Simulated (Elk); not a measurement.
**Be5V: moments or none**

Wanted: the moments of Be5V and the energy gained by spin polarisation.

Program: Elk 11.2.3 (patched build). Level of theory: LDA (Perdew-Wang); all-electron APW+lo, Dirac cores, scalar-relativistic bands. Results are calculated unless marked as measured.

### 1. Starting point

Symmetry: F-43m, No. 216, cubic system. The conventional cell has a = 6.081 Å, b = 6.081 Å, c = 6.081 Å, α = 90.00°, β = 90.00°, γ = 90.00°. Nearest to Be lie 9 Be at 2.14 to 2.52 Å and 3 V at 2.52 Å. Nearest to Be lie 12 Be at 2.52 Å and 4 V at 2.63 Å. Nearest to V lie 16 Be at 2.52 to 2.63 Å. invented: Be5Fe (F-43m) with V for Fe. Farther neighbours are not listed.

Coordinates:

```cif
data_structure
_symmetry_space_group_name_H-M 'F-43m'
_symmetry_Int_Tables_number 216
_cell_length_a 6.0812
_cell_length_b 6.0812
_cell_length_c 6.0812
_cell_angle_alpha 90.000
_cell_angle_beta 90.000
_cell_angle_gamma 90.000
_cell_volume 224.89
loop_
_atom_site_label
_atom_site_type_symbol
_atom_site_symmetry_multiplicity
_atom_site_Wyckoff_symbol
_atom_site_fract_x
_atom_site_fract_y
_atom_site_fract_z
_atom_site_occupancy
Be1 Be 16 e 0.37576 0.12424 0.37576 1
Be2 Be 4 b 0.50000 0.00000 0.00000 1
V1 V 4 d 0.25000 0.25000 0.75000 1
```

The cell is a made-up one and need not be a known phase.

The settings of this session are not all sound (see the inputs), so it shows what such settings give, not the properties of the crystal.

### 2. Start 1: ferro +

The parallel start comes first: it fits the smallest cell, keeps the most symmetry and shows whether parallel moments form.

Moments are seeded by fields in the spheres (the last three columns under atoms), set against the wanted direction and reduced each loop.

elk.in reads:

```
tasks
  0
  33
  73

xctype
  3

rgkmax
  7.0

nempty
  14

swidth
  0.002

reducebf
  0.5

epsengy
  1e-05

maxscl
  100

lmaxi
  2

spinpol
  .true.

sppath
  './'

avec
  0.00000000000 5.74590125454 5.74590125454
  5.74590125454 0.00000000000 5.74590125454
  5.74590125454 5.74590125454 0.00000000000

atoms
  2
  'Be.in'
  5
  0.8757557100 0.8757557100 0.8757557100   0.000000 0.000000 0.000000
  0.8757557100 0.8757557100 0.3727328600   0.000000 0.000000 0.000000
  0.8757557100 0.3727328600 0.8757557100   0.000000 0.000000 0.000000
  0.3727328600 0.8757557100 0.8757557100   0.000000 0.000000 0.000000
  0.5000000000 0.5000000000 0.5000000000   0.000000 0.000000 0.000000
  'V.in'
  1
  0.2500000000 0.2500000000 0.2500000000   0.000000 0.000000 -0.075000

ngridk
  4 4 4

plot3d
  0 0 0
  1 0 0
  0 1 0
  0 0 1
  22 22 22
```

Started as:

```bash
$ OMP_NUM_THREADS=2 elk
```

Numbers of over 12 decimals in the logs are rounded to 6 here.

Output:

```text
Warning(gndstate): core states of species 1 leak from the muffin-tin :   0.1288404536E-02

--- INFO.OUT ---
┌─────────────────────────┐
│ Elk code version 11.2.3 │
└─────────────────────────┘

All units are atomic (Hartree, Bohr, etc.)

┌─────────────────────────────────────────────────┐
│ Ground-state run starting from atomic densities │
└─────────────────────────────────────────────────┘

Lattice vectors :
   0.000000000       5.745901255       5.745901255
   5.745901255       0.000000000       5.745901255
   5.745901255       5.745901255       0.000000000

Reciprocal lattice vectors :
 -0.5467536796      0.5467536796      0.5467536796
  0.5467536796     -0.5467536796      0.5467536796
  0.5467536796      0.5467536796     -0.5467536796

Unit cell volume      :    379.4062408
Brillouin zone volume :   0.6537852749

Muffin-tin inner radius fraction :   0.1000000000E-01

Nuclei treated as point charges

Species : 1 (Be)
 parameters loaded from : Be.in
 name : beryllium
 nuclear charge    :   -4.000000000
 electronic charge :    4.000000000
 atomic mass :    16428.20280
 muffin-tin radius :    1.800000000
 number of radial points in muffin-tin :    297
 inner part over the whole radius :   0.9826427374E-02
 number on inner part of muffin-tin    :    202
 approximate nuclear radius :   0.4290726161E-04
 number of mesh points to nuclear radius :     78
 atomic positions (lattice), magnetic fields (Cartesian) :
  1 :   0.62575571  0.62575571  0.62575571    0.00000000  0.00000000  0.00000000
  2 :   0.62575571  0.62575571  0.12273286    0.00000000  0.00000000  0.00000000
  3 :   0.62575571  0.12273286  0.62575571    0.00000000  0.00000000  0.00000000
  4 :   0.12273286  0.62575571  0.62575571    0.00000000  0.00000000  0.00000000
  5 :   0.25000000  0.25000000  0.25000000    0.00000000  0.00000000  0.00000000

Species : 2 (V)
 parameters loaded from : V.in
 name : vanadium
 nuclear charge    :   -23.00000000
 electronic charge :    23.00000000
 atomic mass :    92860.67382
 muffin-tin radius :    2.400000000
 number of radial points in muffin-tin :    497
 inner part over the whole radius :   0.9920165687E-02
 number on inner part of muffin-tin    :    350
 approximate nuclear radius :   0.6897515165E-04
 number of mesh points to nuclear radius :    164
 atomic positions (lattice), magnetic fields (Cartesian) :
  1 :   0.00000000  0.00000000  0.00000000    0.00000000  0.00000000 -0.07500000

Total number of atoms per unit cell :    6
Total muffin-tin volume :    180.0509582
 ratio of muffin-tin to unit cell volume :   0.4745598221

Spin treatment :
 spin-polarised
 global magnetic field (Cartesian) :    0.000000000       0.000000000       0.000000000
 collinear magnetisation in z-direction

Number of Bravais lattice symmetries :   48
Number of crystal symmetries         :   24
Crystal has no inversion symmetry
Complex Hermitian eigensolver will be used

k-point grid :      4     4     4
k-point offset :    0.000000000       0.000000000       0.000000000
k-point set is reduced with full crystal symmetry group
Total number of k-points :       10

Muffin-tin radius times maximum |G+k| :    7.000000000
 using average radius
Maximum |G+k| for APW functions       :    3.684210526
Maximum (1/2)|G+k|²                   :    6.786703601
Maximum |G| for potential and density :    12.00000000
Constant for pseudocharge density :    7
 order of it for each species :   14  14
 order of it for pair densities of each species (exact exchange by exxq0 0: 14) :    8  14
Radial integration step length :    1

G-vector grid sizes :     32    32    32
Number of G-vectors :    11017

Maximum angular momentum used for
 APW functions            :    8
 outer part of muffin-tin :    6
 inner part of muffin-tin :    2

Total nuclear charge    :   -43.00000000
Total core charge       :    20.00000000
Total valence charge    :    23.00000000
Total excess charge     :    0.000000000
Total electronic charge :    43.00000000

Effective Wigner radius, rₛ :    1.281885205

Number of empty states         :     84
Total number of valence states :    192
Total number of core states    :     20

Third-order local-orbitals added for an l without core states : T
Total number of local-orbitals :     53

Exchange-correlation functional :      3     0     0
 Perdew-Wang/Ceperley-Alder, Phys. Rev. B 45, 13244 (1992)
 gradient requirement :    0
 local density approximation (LDA)

Smearing type :    3
 Fermi-Dirac
Smearing width :   0.2000000000E-02
Effective electronic temperature (K) :    631.5500496

Mixing type :    3
 Broyden mixing, J. Phys. A: Math. Gen. 17, L317 (1984)

Kohn-Sham potential initialised from atomic data

┌──────────────────────────────┐
│ Self-consistent loop started │
└──────────────────────────────┘

┌─────────────────┐
│ Loop number : 1 │
└─────────────────┘

Energies :
 Fermi                       :     0.215389
 sum of occupied eigenvalues :     -586.39230782681
 electron kinetic            :      1024.0126872437
 core electron kinetic       :      938.30323587896
 Coulomb                     :     -1987.9978959082
 Coulomb potential           :     -1543.6518389331
 nuclear-nuclear             :     -164.07292667414
 electron-nuclear            :     -2108.2823130393
 Hartree                     :      284.35734380519
 Madelung                    :     -1216.1719764417
 xc potential                :     -66.714285631180
 xc effective B-field        :    -0.19250494163012E-01
 external B-field            :      0.000000
 exchange                    :     -53.548861174496
 correlation                 :     -3.118783
 electron entropic           :    -0.14050564567159E-02
 total energy                :     -1020.6542581023
 (external B-field energy excluded from total)

Density of states at Fermi energy :    109.4379879
 (states/Hartree/unit cell)

Estimated indirect band gap :   0.2036669681E-02
 from k-point 3 to k-point 10
Estimated direct band gap   :   0.1275458829E-01
 at k-point 10

Charges :
 core                        :    20.00000000
 valence                     :    23.00000000
 interstitial                :    7.231532811
 muffin-tins (core leakage)
  species : 1 (Be)
   atom 1                    :    3.052274788     (  0.1330341361E-02)
   atom 2                    :    3.052274788     (  0.1330341361E-02)
   atom 3                    :    3.052274788     (  0.1330341361E-02)
   atom 4                    :    3.052274788     (  0.1330341361E-02)
   atom 5                    :    2.632933359     (  0.1292874020E-02)
  species : 2 (V)
   atom 1                    :    20.92643468     ( -0.3557348668E-05)
 total in muffin-tins        :    35.76846719
 total calculated charge     :    42.99347847
[...]
└─────────────────┘

Energies :
 Fermi                       :     0.214335
 sum of occupied eigenvalues :     -586.45997968455
 electron kinetic            :      1024.1591968406
 core electron kinetic       :      938.23049211250
 Coulomb                     :     -1988.2607256914
 Coulomb potential           :     -1543.3571177394
 nuclear-nuclear             :     -164.07292667414
 electron-nuclear            :     -2109.1075629913
 Hartree                     :      284.91976397401
 Madelung                    :     -1216.5821668218
 xc potential                :     -67.221725064587
 xc effective B-field        :    -0.20784472344528E-01
 external B-field            :      0.000000
 exchange                    :     -53.576245998436
 correlation                 :     -3.119542
 electron entropic           :    -0.14308685564274E-02
 total energy                :     -1020.7987473103
 (external B-field energy excluded from total)

Density of states at Fermi energy :    111.7750786
 (states/Hartree/unit cell)

Estimated indirect band gap :   0.2848495696E-02
 from k-point 3 to k-point 10
Estimated direct band gap   :   0.1245669534E-01
 at k-point 10

Charges :
 core                        :    20.00000000
 valence                     :    23.00000000
 interstitial                :    7.208788819
 muffin-tins (core leakage)
  species : 1 (Be)
   atom 1                    :    3.045629598     (  0.1330366663E-02)
   atom 2                    :    3.045629598     (  0.1330366663E-02)
   atom 3                    :    3.045629598     (  0.1330366663E-02)
   atom 4                    :    3.045629598     (  0.1330366663E-02)
   atom 5                    :    2.633205994     (  0.1291763393E-02)
  species : 2 (V)
   atom 1                    :    20.97548679     ( -0.3557349228E-05)
 total in muffin-tins        :    35.79121118
 total calculated charge     :    42.99347667
 total charge                :    43.00000000
 error                       :   0.6523326543E-02

Moments :
 interstitial                :   0.1363228859
 muffin-tins
  species : 1 (Be)
   atom 1                    :  -0.4552405900E-02
   atom 2                    :  -0.4552405900E-02
   atom 3                    :  -0.4552405900E-02
   atom 4                    :  -0.4552405900E-02
   atom 5                    :   0.3012411996E-02
  species : 2 (V)
   atom 1                    :    1.092822916
 total in muffin-tins        :    1.077625705
 total moment                :    1.213948591

RMS change in Kohn-Sham potential (target) :   0.2146270516     (  0.1000000000E-05)
Absolute change in total energy (target)   :   0.1444892079     (  0.1000000000E-04)

[... loops 3 to 21 left out ...]

┌──────────────────┐
│ Loop number : 22 │
└──────────────────┘

Energies :
 Fermi                       :     0.245781
 sum of occupied eigenvalues :     -585.78668321996
 electron kinetic            :      1028.7528618102
 core electron kinetic       :      938.65129464310
 Coulomb                     :     -1992.0630524223
 Coulomb potential           :     -1539.1017698789
 nuclear-nuclear             :     -164.07292667414
 electron-nuclear            :     -2121.0450749331
 Hartree                     :      293.05494918496
 Madelung                    :     -1222.5121674829
 xc potential                :     -75.417256737959
 xc effective B-field        :    -0.20519213879524E-01
 external B-field            :      0.000000
 exchange                    :     -53.967398006316
 correlation                 :     -3.132963
 electron entropic           :    -0.15683340588484E-02
 total energy                :     -1020.4121199055
 (external B-field energy excluded from total)

Density of states at Fermi energy :    125.2104000
 (states/Hartree/unit cell)

Estimated indirect band gap :   0.1102953957E-02
 from k-point 9 to k-point 10
Estimated direct band gap   :   0.4711193121E-02
 at k-point 10

Charges :
 core                        :    20.00000000
 valence                     :    23.00000000
 interstitial                :    6.918785063
 muffin-tins (core leakage)
  species : 1 (Be)
   atom 1                    :    2.923289118     (  0.1288404527E-02)
   atom 2                    :    2.923289118     (  0.1288404527E-02)
   atom 3                    :    2.923289118     (  0.1288404527E-02)
   atom 4                    :    2.923289118     (  0.1288404527E-02)
   atom 5                    :    2.706406004     (  0.1211346409E-02)
  species : 2 (V)
   atom 1                    :    21.68165246     ( -0.3557352620E-05)
 total in muffin-tins        :    36.08121494
 total calculated charge     :    42.99370860
 total charge                :    43.00000000
 error                       :   0.6291402419E-02

Moments :
 interstitial                :   0.2021508097
 muffin-tins
  species : 1 (Be)
   atom 1                    :   0.6160068999E-02
   atom 2                    :   0.6160068999E-02
   atom 3                    :   0.6160068999E-02
   atom 4                    :   0.6160068999E-02
   atom 5                    :   0.1005120065E-01
  species : 2 (V)
   atom 1                    :    1.105743593
 total in muffin-tins        :    1.140435070
 total moment                :    1.342585879

RMS change in Kohn-Sham potential (target) :   0.6471839661E-07 (  0.1000000000E-05)
Absolute change in total energy (target)   :   0.2244408620E-05 (  0.1000000000E-04)

Convergence targets achieved

┌──────────────────┐
│ Loop number : 23 │
└──────────────────┘

Energies :
 Fermi                       :     0.245781
 sum of occupied eigenvalues :     -585.78669144522
 electron kinetic            :      1028.7528510490
 core electron kinetic       :      938.65128794273
 Coulomb                     :     -1992.0630528024
 Coulomb potential           :     -1539.1017738797
 nuclear-nuclear             :     -164.07292667414
 electron-nuclear            :     -2121.0450716321
 Hartree                     :      293.05494550383
 Madelung                    :     -1222.5121658625
 xc potential                :     -75.417250901092
 xc effective B-field        :    -0.20517566943612E-01
 external B-field            :      0.000000
 exchange                    :     -53.967396773689
 correlation                 :     -3.132963
 electron entropic           :    -0.15683848485866E-02
 total energy                :     -1020.4121300521
 (external B-field energy excluded from total)

Density of states at Fermi energy :    125.2153229
 (states/Hartree/unit cell)

Estimated indirect band gap :   0.1103263112E-02
 from k-point 9 to k-point 10
Estimated direct band gap   :   0.4711647066E-02
 at k-point 10

Charges :
 core                        :    20.00000000
 valence                     :    23.00000000
 interstitial                :    6.918785515
 muffin-tins (core leakage)
  species : 1 (Be)
   atom 1                    :    2.923289178     (  0.1288404536E-02)
   atom 2                    :    2.923289178     (  0.1288404536E-02)
   atom 3                    :    2.923289178     (  0.1288404536E-02)
   atom 4                    :    2.923289178     (  0.1288404536E-02)
   atom 5                    :    2.706405718     (  0.1211346300E-02)
  species : 2 (V)
   atom 1                    :    21.68165205     ( -0.3557353240E-05)
 total in muffin-tins        :    36.08121449
 total calculated charge     :    42.99370860
 total charge                :    43.00000000
 error                       :   0.6291401009E-02

Moments :
 interstitial                :   0.2021381196
 muffin-tins
  species : 1 (Be)
   atom 1                    :   0.6158810444E-02
   atom 2                    :   0.6158810444E-02
   atom 3                    :   0.6158810444E-02
   atom 4                    :   0.6158810444E-02
   atom 5                    :   0.1005141430E-01
  species : 2 (V)
   atom 1                    :    1.105699752
 total in muffin-tins        :    1.140386408
 total moment                :    1.342524528

┌──────────────────────────────┐
│ Self-consistent loop stopped │
└──────────────────────────────┘

Warning : core states of species 1 leak from the muffin-tin :   0.1288404536E-02

Wrote STATE.OUT
```

Elapsed: 94 s, on 2 threads of Intel Xeon at 2.70GHz, shared host; peak memory 0.14 GiB; 3 min of CPU time.

Spin moment in the muffin-tin sphere by atom:

```
atom  spin moment in the muffin-tin sphere (μB)
 Be1                                       0.01
 Be2                                       0.01
 Be3                                       0.01
 Be4                                       0.01
 Be5                                       0.01
  V6                                       1.11
```

Numbers from this step:

```
density of states at the Fermi level : 4.602 states/eV/cell
moment between the spheres           : 0.2021 μB
magnetization                        : 1.343 μB
final state                          : ferromagnetic
```

After 23 cycles the largest moment stands at 1.11 μB.

[end of part 1 of 2]

[Logs and program files are shortened in this print: banners, set-up blocks, solver, clock and traceback lines can be left out without a mark of their own.]

[Logs are printed without paths, hosts, clocks, repeated set-up lines and the standing remarks that a program may print on its own settings, such as how far it seeks lower states.]

[Hosts, paths, dates, database ids (printed as entryN), source tags and the programs' standing remarks are cut or masked in the printed files.]

[Where a cell is said to come from a database of computed structures, the database is the Materials Project.]
